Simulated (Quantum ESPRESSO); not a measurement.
# Cobalt: Hubbard U from linear response

Wanted: U for Co in Cobalt without fitting to experiment.

Method: functionals named at each step; plane waves, collinear spin, no spin–orbit coupling, in Quantum ESPRESSO 7.5.

## 1. Starting point

The structure is hexagonal, space group P6_3/mmc (No. 194). The conventional cell has a = 2.507 Å, b = 2.507 Å, c = 4.070 Å, α = 90.00°, β = 90.00°, γ = 120.00°. Nearest to Co lie 12 Co at 2.50 to 2.51 Å.

## 2. The magnetic state

The response depends on the magnetic state, so a state is chosen first.

3 starts were run under PBE, Quantum ESPRESSO with GBRV potentials; the lowest per atom is taken, and its run is shown. Energies are taken at zero occupation width.

pw.in

```
&control
  calculation = 'scf'
  prefix = 'pw'
  outdir = './tmp/'
  pseudo_dir = './pseudo/'
  verbosity = 'low'
/
&system
  ibrav = 0
  nat = 2
  ntyp = 1
  ecutwfc = 45
  ecutrho = 360
  nbnd = 30
  occupations = 'smearing'
  smearing = 'fd'
  degauss = 0.00734986
  nspin = 2
  starting_magnetization(1) = 0.1176
/
&electrons
  conv_thr = 5.0e-09
  electron_maxstep = 120
  mixing_beta = 0.3
  mixing_mode = 'plain'
/
ATOMIC_SPECIES
  Co 58.9332 Co.upf
CELL_PARAMETERS angstrom
  2.50740000 0.00000000 0.00000000
  -1.25370000 2.17147210 0.00000000
  0.00000000 0.00000000 4.06990000
ATOMIC_POSITIONS crystal
  Co 0.33333333 0.66666667 0.25000000
  Co 0.66666667 0.33333333 0.75000000
K_POINTS automatic
  14 14 8 0 0 0
```

Started as:

```bash
$ OMP_NUM_THREADS=1 mpirun -n 4 pw.x -nk 4 -in pw.in > pw.out
```

The log of the run:

```text
Program PWSCF v.7.5 starts
     [... lines left out ...]
     number of atoms/cell      =            2
     [... lines left out ...]
     number of electrons       =        34.00
     number of Kohn-Sham states=           30
     kinetic-energy cutoff     =      45.0000  Ry
     charge density cutoff     =     360.0000  Ry
     scf convergence threshold =      5.0E-09
     [... lines left out ...]
     24 Sym. Ops., with inversion, found (12 have fractional translation)
     [... lines left out ...]
     number of k points=   120  Fermi-Dirac smearing, width (Ry)=  0.0073
     [... lines left out ...]
     iteration # 11     ecut=    45.00 Ry     beta= 0.30
     [... lines left out ...]
     Magnetic moment per site  (integrated on atomic sphere of radius R)
     atom   1 (R=0.411)  charge= 15.6088  magn=  1.7566
     atom   2 (R=0.411)  charge= 15.6088  magn=  1.7566
     [... lines left out ...]
     the Fermi energy is    18.0391 ev
!    total energy              =    -596.98012768 Ry
     estimated scf accuracy    <          3.3E-10 Ry
     smearing contrib. (-TS)   =      -0.00476182 Ry
     [... lines left out ...]
     total magnetization       =     3.35 Bohr mag/cell
     absolute magnetization    =     3.71 Bohr mag/cell
     convergence has been achieved in  11 iterations
   JOB DONE.
```

Elapsed: 32 s, on 4 MPI ranks of Intel Xeon at 2.70GHz, shared host; peak memory 0.37 GiB; 2 min of CPU time.

```
                       start  atoms        final state  energy (meV an atom)
                 parallel ++      2      ferromagnetic                   0.0
compensated q=(0,1/2,0) +−+−      4  antiferromagnetic                 226.5
              compensated +−      2  antiferromagnetic                 264.2
```

Spin moment in the sphere by atom:

```
atom  spin moment in the sphere (μB)
 Co1                            1.76
 Co2                            1.76
```

## 3. Reference state for the response (PBE, q = 0 alone, QE, GBRV)

The response needs a tightly converged ground state with the Hubbard machinery on and a vanishing or chosen U.

The potential files are GBRV's for PBE; pw.x takes the functional from them.

pw.in: that of step 2 with these lines changed.

```diff
@@ -18,6 +18,6 @@
   nspin = 2
-  starting_magnetization(1) = 0.1176
+  starting_magnetization(1) = 0.1118
 /
 &electrons
-  conv_thr = 5.0e-09
+  conv_thr = 5.0e-12
   electron_maxstep = 120
@@ -36,2 +36,4 @@
 K_POINTS automatic
-  14 14 8 0 0 0
+  12 12 6 0 0 0
+HUBBARD {ortho-atomic}
+U Co-3d 1e-08
```

The log of the run:

```text
     [... lines left out ...]
Program PWSCF v.7.5 starts
     [... lines left out ...]
     number of atoms/cell      =            2
     [... lines left out ...]
     number of electrons       =        34.00
     number of Kohn-Sham states=           30
     kinetic-energy cutoff     =      45.0000  Ry
     charge density cutoff     =     360.0000  Ry
     scf convergence threshold =      5.0E-12
     [... lines left out ...]
     24 Sym. Ops., with inversion, found (12 have fractional translation)
     [... lines left out ...]
     number of k points=    76  Fermi-Dirac smearing, width (Ry)=  0.0073
     [... lines left out ...]
     iteration # 14     ecut=    45.00 Ry     beta= 0.30
     [... lines left out ...]
     Magnetic moment per site  (integrated on atomic sphere of radius R)
     atom   1 (R=0.411)  charge= 15.6083  magn=  1.7768
     atom   2 (R=0.411)  charge= 15.6083  magn=  1.7768
     [... lines left out ...]
     Tr[ns(  1)] (up, down, total) =   4.67640  2.84439  7.52079
     [... lines left out ...]
     Tr[ns(  2)] (up, down, total) =   4.67640  2.84439  7.52079
     [... lines left out ...]
     the Fermi energy is    18.0326 ev
!    total energy              =    -596.98044086 Ry
     estimated scf accuracy    <          1.1E-13 Ry
     smearing contrib. (-TS)   =      -0.00448488 Ry
     [... lines left out ...]
     total magnetization       =     3.39 Bohr mag/cell
     absolute magnetization    =     3.75 Bohr mag/cell
     convergence has been achieved in  14 iterations
```

Run time: 32 s. Hardware: 4 MPI ranks; peak memory 0.37 GiB; 2.1 min of CPU time.

Numbers from this step:

```
magnetization  : 3.39 μB
final state    : ferromagnetic
largest moment : 1.777 μB
```

## 4. PBE, q = 0 alone, QE, GBRV

The cheapest recipe shifts the site in the one cell. hp.x does this by perturbation theory on a saved ground state with a vanishing U.

hp.in

```
&inputhp
  prefix = 'pw'
  outdir = './tmp/'
  nq1 = 1, nq2 = 1, nq3 = 1
  conv_thr_chi = 1.0e-06
  iverbosity = 2
/
```

Started as:

```bash
$ OMP_NUM_THREADS=1 mpirun -n 4 hp.x -nk 4 -in hp.in > hp.out
```

The log of the run:

```text
[banner, memory and clock lines left out]
Program HP v.7.5 starts
[...]
Calculation of Hubbard parameters using the HP code based on DFPT
[...]
Exchange-correlation= PBE
[...]
unit-cell volume          =      149.5403 (a.u.)^3
     number of atoms/cell      =             2
[...]
Input Hubbard parameters (in eV):
[...]
The grid of q-points ( 1, 1, 1)  (  1 q-points ) :
[...]
Calculation for q #   1 = (   0.0000000   0.0000000   0.0000000 )
[...]
unit-cell volume          =     149.5403 (a.u.)^3
     number of atoms/cell      =            2
[...]
number of electrons       =        34.00
     number of Kohn-Sham states=           30
     kinetic-energy cutoff     =      45.0000  Ry
     charge density cutoff     =     360.0000  Ry
     Exchange-correlation= PBE
[...]
Hubbard projectors: ortho-atomic
     Hubbard parameters of DFT+U (Dudarev formulation) in eV:
[...]
atomic species   magnetization
[...]
12 Sym. Ops. (no inversion) found ( 6 have fractional translation)
[...]
number of k points=    76  Fermi-Dirac smearing, width (Ry)=  0.0073
[...]
Number of occupied Hubbard levels =   15.0416
     Atomic wfc used for Hubbard projectors are orthogonalized
[...]
G cutoff =  204.7329  (  17285 G-vectors)     FFT grid: ( 30, 30, 48)
     G cutoff =  102.3665  (   6039 G-vectors)  smooth grid: ( 24, 24, 36)
[...]
Atomic wfc used for the projector on the Hubbard manifold are orthogonalized
[...]
atom #  1   q point #   1   iter #   1
[...]
chi:   1  -0.7718137025
      chi:   2   0.6067051503
[...]
atom #  1   q point #   1   iter #   2
[...]
chi:   1   4.0591308780   residue:    4.8309445806
      chi:   2  -4.1274732965   residue:    4.7341784468
[...]
atom #  1   q point #   1   iter #   3
[...]
chi:   1  -0.1450751696   residue:    4.2042060476
      chi:   2   0.0725125108   residue:    4.1999858072
[...]
atom #  1   q point #   1   iter #   4
[...]
chi:   1  -0.1367593743   residue:    0.0083157953
      chi:   2   0.0391243385   residue:    0.0333881723
[...]
atom #  1   q point #   1   iter #   5
[...]
chi:   1  -0.1278909125   residue:    0.0088684618
      chi:   2   0.0352918396   residue:    0.0038324989
[...]
atom #  1   q point #   1   iter #   6
[...]
chi:   1  -0.1149752338   residue:    0.0129156787
      chi:   2   0.0227767663   residue:    0.0125150733
[...]
atom #  1   q point #   1   iter #   7
[...]
chi:   1  -0.1175409922   residue:    0.0025657584
      chi:   2   0.0251850940   residue:    0.0024083277
[...]
atom #  1   q point #   1   iter #   8
[...]
chi:   1  -0.1177596308   residue:    0.0002186387
      chi:   2   0.0251602278   residue:    0.0000248662
[...]
atom #  1   q point #   1   iter #   9
[...]
atom #  1   q point #   1   iter #  10
[...]
atom #  1   q point #   1   iter #  11
[...]
atom #  1   q point #   1   iter #  12
[...]
atom #  1   q point #   1   iter #  13
[...]
chi:   1  -0.1177992576   residue:    0.0000010794
      chi:   2   0.0249159954   residue:    0.0000093355
[...]
atom #  1   q point #   1   iter #  14
[...]
chi:   1  -0.1177954500   residue:    0.0000038076
      chi:   2   0.0249152678   residue:    0.0000007276
[...]
atom #  1   q point #   1   iter #  15
[...]
chi:   1  -0.1177960703   residue:    0.0000006203
      chi:   2   0.0249153995   residue:    0.0000001316
[...]
CONVERGENCE HAS BEEN REACHED
[...]
q #   1 =  0.000000000   0.000000000   0.000000000
     Post-processing calculation of Hubbard parameters ...
[...]
```

It took 98 s on 4 MPI ranks; peak memory 0.36 GiB; 6.5 min of CPU time.

Site by site:

```
               site  electrons  χ₀ (1/eV)  χ (1/eV)  U (eV)
Co (site 1 of hp.x)      7.521    -0.7718   -0.1178    5.50
Co (site 2 of hp.x)      7.521    -0.7718   -0.1178    5.50
```

For Co the on-site elements alone give 1/χ₀ − 1/χ = 7.19 eV, and the program reports 5.50 eV from the full matrices.

U on Co is 5.50 eV. All images of the site are shifted together here, so the value is not converged.

The response is measured on a state that is ferromagnetic, 1.8 μB.

## 5. SCF at the computed U (PBE+U (5.5 eV, computed), QE, GBRV)

A last run at the computed value shows what it does to the state.

pw.in: that of step 3 with these lines changed.

```diff
@@ -21,3 +21,3 @@
 &electrons
-  conv_thr = 5.0e-12
+  conv_thr = 5.0e-09
   electron_maxstep = 120
@@ -38,2 +38,2 @@
 HUBBARD {ortho-atomic}
-U Co-3d 1e-08
+U Co-3d 5.5
```

Started as:

```bash
$ OMP_NUM_THREADS=1 mpirun -n 4 pw.x -nk 4 -in pw.in > pw.out
```

The log of the run:

```text
     [... lines left out ...]
Program PWSCF v.7.5 starts
     [... lines left out ...]
     number of atoms/cell      =            2
     [... lines left out ...]
     number of electrons       =        34.00
     number of Kohn-Sham states=           30
     kinetic-energy cutoff     =      45.0000  Ry
     charge density cutoff     =     360.0000  Ry
     scf convergence threshold =      5.0E-09
[...]
Tr[ns(  2)] (up, down, total) =   4.83236  2.71384  7.54621
     [... lines left out ...]
     the Fermi energy is    18.1010 ev
!    total energy              =    -596.38980492 Ry
     estimated scf accuracy    <          5.0E-10 Ry
     smearing contrib. (-TS)   =      -0.00475328 Ry
     [... lines left out ...]
     total magnetization       =     3.79 Bohr mag/cell
     absolute magnetization    =     4.47 Bohr mag/cell
     convergence has been achieved in  17 iterations
```

Elapsed: 33 s, on 4 MPI ranks; peak memory 0.37 GiB.

Read from the output:

```
magnetization  : 3.79 μB
final state    : ferromagnetic
largest moment : 2.04 μB
```

## 6. Reference state for the response (PBE, q-mesh 3×3×2, QE, GBRV)

The response needs a tightly converged ground state with the Hubbard machinery on and a vanishing or chosen U.

pw.in: that of step 5 with these lines changed.

```diff
@@ -21,3 +21,3 @@
 &electrons
-  conv_thr = 5.0e-09
+  conv_thr = 5.0e-12
   electron_maxstep = 120
@@ -38,2 +38,2 @@
 HUBBARD {ortho-atomic}
-U Co-3d 5.5
+U Co-3d 1e-08
```

The log of the run:

```text
     [... lines left out ...]
Program PWSCF v.7.5 starts
     [... lines left out ...]
     number of atoms/cell      =            2
     [... lines left out ...]
     number of electrons       =        34.00
     number of Kohn-Sham states=           30
     kinetic-energy cutoff     =      45.0000  Ry
     charge density cutoff     =     360.0000  Ry
     scf convergence threshold =      5.0E-12
[...]
Tr[ns(  2)] (up, down, total) =   4.67640  2.84439  7.52079
     [... lines left out ...]
     the Fermi energy is    18.0326 ev
!    total energy              =    -596.98044086 Ry
     estimated scf accuracy    <          1.1E-13 Ry
     smearing contrib. (-TS)   =      -0.00448488 Ry
     [... lines left out ...]
     total magnetization       =     3.39 Bohr mag/cell
     absolute magnetization    =     3.75 Bohr mag/cell
     convergence has been achieved in  14 iterations
```

Run time: 30 s. Hardware: 4 MPI ranks; peak memory 0.37 GiB; 2 min of CPU time.

Numbers from this step:

* magnetization: 3.39 μB
* final state: ferromagnetic
* largest moment: 1.777 μB

## 7. PBE, q-mesh 3×3×2, QE, GBRV

A mesh of wavevectors stands for a supercell in which the shifted site is farther from its images. hp.x does this by perturbation theory on a saved ground state with a vanishing U.

hp.in

```
&inputhp
  prefix = 'pw'
  outdir = './tmp/'
  nq1 = 3, nq2 = 3, nq3 = 2
  conv_thr_chi = 1.0e-06
  iverbosity = 2
/
```

Started as:

```bash
$ OMP_NUM_THREADS=1 mpirun -n 4 hp.x -nk 4 -in hp.in > hp.out
```

The log of the run:

```text
Program HP v.7.5 starts
     [... lines left out ...]
     number of atoms/cell      =             2
     [... lines left out ...]
     number of atoms/cell      =            2
     [... lines left out ...]
     number of electrons       =        34.00
     number of Kohn-Sham states=           30
     kinetic-energy cutoff     =      45.0000  Ry
     charge density cutoff     =     360.0000  Ry
     [... lines left out ...]
     12 Sym. Ops. (no inversion) found ( 6 have fractional translation)
     [... lines left out ...]
     number of k points=    76  Fermi-Dirac smearing, width (Ry)=  0.0073
     [... lines left out ...]
     G cutoff =  204.7329  (  17285 G-vectors)     FFT grid: ( 30, 30, 48)
     G cutoff =  102.3665  (   6039 G-vectors)  smooth grid: ( 24, 24, 36)
     [... lines left out ...]
     number of atoms/cell      =            2
     [... lines left out ...]
     number of electrons       =        34.00
     number of Kohn-Sham states=           30
     kinetic-energy cutoff     =      45.0000  Ry
     charge density cutoff     =     360.0000  Ry
     [... lines left out ...]
     12 Sym. Ops. (no inversion) found ( 6 have fractional translation)
     [... lines left out ...]
     number of k points=   152  Fermi-Dirac smearing, width (Ry)=  0.0073
     [... lines left out ...]
     G cutoff =  204.7329  (  17285 G-vectors)     FFT grid: ( 30, 30, 48)
     G cutoff =  102.3665  (   6039 G-vectors)  smooth grid: ( 24, 24, 36)
     [... lines left out ...]
```

Run time: 24 min. Hardware: 4 MPI ranks; peak memory 0.37 GiB.

The run was stopped unfinished when the time set aside for it ran out, so what it printed is not taken as a result.

## 8. Reference state for the response (PBE, q-mesh 3×3×2, QE, PseudoDojo)

The response needs a tightly converged ground state with the Hubbard machinery on and a vanishing or chosen U.

The potential files are PseudoDojo's for PBE; pw.x takes the functional from them.

pw.in: that of step 6 with these lines changed.

```diff
@@ -11,4 +11,4 @@
   ntyp = 1
-  ecutwfc = 45
-  ecutrho = 360
+  ecutwfc = 84.0001
+  ecutrho = 336
   nbnd = 30
```

Started as:

```bash
$ OMP_NUM_THREADS=1 mpirun -n 4 pw.x -nk 4 -in pw.in > pw.out
```

The log of the run:

```text
     [... lines left out ...]
Program PWSCF v.7.5 starts
     [... lines left out ...]
     Message from routine set_cutoff:
     [... lines left out ...]
     number of atoms/cell      =            2
     [... lines left out ...]
     number of electrons       =        34.00
     number of Kohn-Sham states=           30
     kinetic-energy cutoff     =      84.0001  Ry
     charge density cutoff     =     336.0000  Ry
[...]
Tr[ns(  2)] (up, down, total) =   4.79820  3.01218  7.81038
     [... lines left out ...]
     the Fermi energy is    18.7257 ev
!    total energy              =    -612.14739798 Ry
     estimated scf accuracy    <          1.9E-12 Ry
     smearing contrib. (-TS)   =      -0.00465284 Ry
     [... lines left out ...]
     total magnetization       =     3.36 Bohr mag/cell
     absolute magnetization    =     3.70 Bohr mag/cell
     convergence has been achieved in  13 iterations
```

Elapsed: 46 s, on 4 MPI ranks; peak memory 0.44 GiB.

Read from the output:

```yaml
magnetization: 3.36 μB
final_state: ferromagnetic
largest_moment: 1.758 μB
```

## 9. PBE, q-mesh 3×3×2, QE, PseudoDojo

Another set of potentials brings other atomic orbitals, on which U is defined. hp.x does this by perturbation theory on a saved ground state with a vanishing U.

hp.in is that of step 7.

Started as:

```bash
$ OMP_NUM_THREADS=1 mpirun -n 4 hp.x -nk 4 -in hp.in > hp.out
```

The log of the run:

```text
Program HP v.7.5 starts
     [... lines left out ...]
     number of atoms/cell      =             2
     [... lines left out ...]
     number of atoms/cell      =            2
     [... lines left out ...]
     number of electrons       =        34.00
     number of Kohn-Sham states=           30
     kinetic-energy cutoff     =      84.0001  Ry
     charge density cutoff     =     336.0000  Ry
     [... lines left out ...]
     12 Sym. Ops. (no inversion) found ( 6 have fractional translation)
     [... lines left out ...]
     number of k points=    76  Fermi-Dirac smearing, width (Ry)=  0.0073
     [... lines left out ...]
     G cutoff =  191.0841  (  15555 G-vectors)     FFT grid: ( 27, 27, 48)
     [... lines left out ...]
     number of atoms/cell      =            2
     [... lines left out ...]
     number of electrons       =        34.00
     number of Kohn-Sham states=           30
     kinetic-energy cutoff     =      84.0001  Ry
     charge density cutoff     =     336.0000  Ry
     [... lines left out ...]
     12 Sym. Ops. (no inversion) found ( 6 have fractional translation)
     [... lines left out ...]
     number of k points=   152  Fermi-Dirac smearing, width (Ry)=  0.0073
     [... lines left out ...]
     G cutoff =  191.0841  (  15555 G-vectors)     FFT grid: ( 27, 27, 48)
     [... lines left out ...]
```

The job ended after 18 min (4 MPI ranks; peak memory 0.32 GiB).

The run was stopped unfinished when the time set aside for it ran out, so what it printed is not taken as a result.

## 10. Results

* U(Co): 5.50 eV

What this shows: Linear response puts U for Co in Cobalt at 5.5 eV (PBE, q = 0 alone, QE, GBRV); no second recipe is at hand, so this account does not test its convergence. With q = 0 alone hp.x shifts all images of a site together, so that value is not converged. The magnetic states on which the responses were measured: ferromagnetic, 1.8 μB; 3 starts finished among the 3 run to choose the order.

[Logs and program files are shortened in this print: banners, set-up blocks, solver, clock and traceback lines can be left out without a mark of their own.]

[Logs are printed without paths, hosts, clocks, repeated set-up lines and the standing remarks that a program may print on its own settings, such as how far it seeks lower states.]

[Hosts, paths, dates, database ids (printed as entryN), source tags and the programs' standing remarks are cut or masked in the printed files.]

[Where a cell is said to come from a database of computed structures, the database is the Materials Project.]
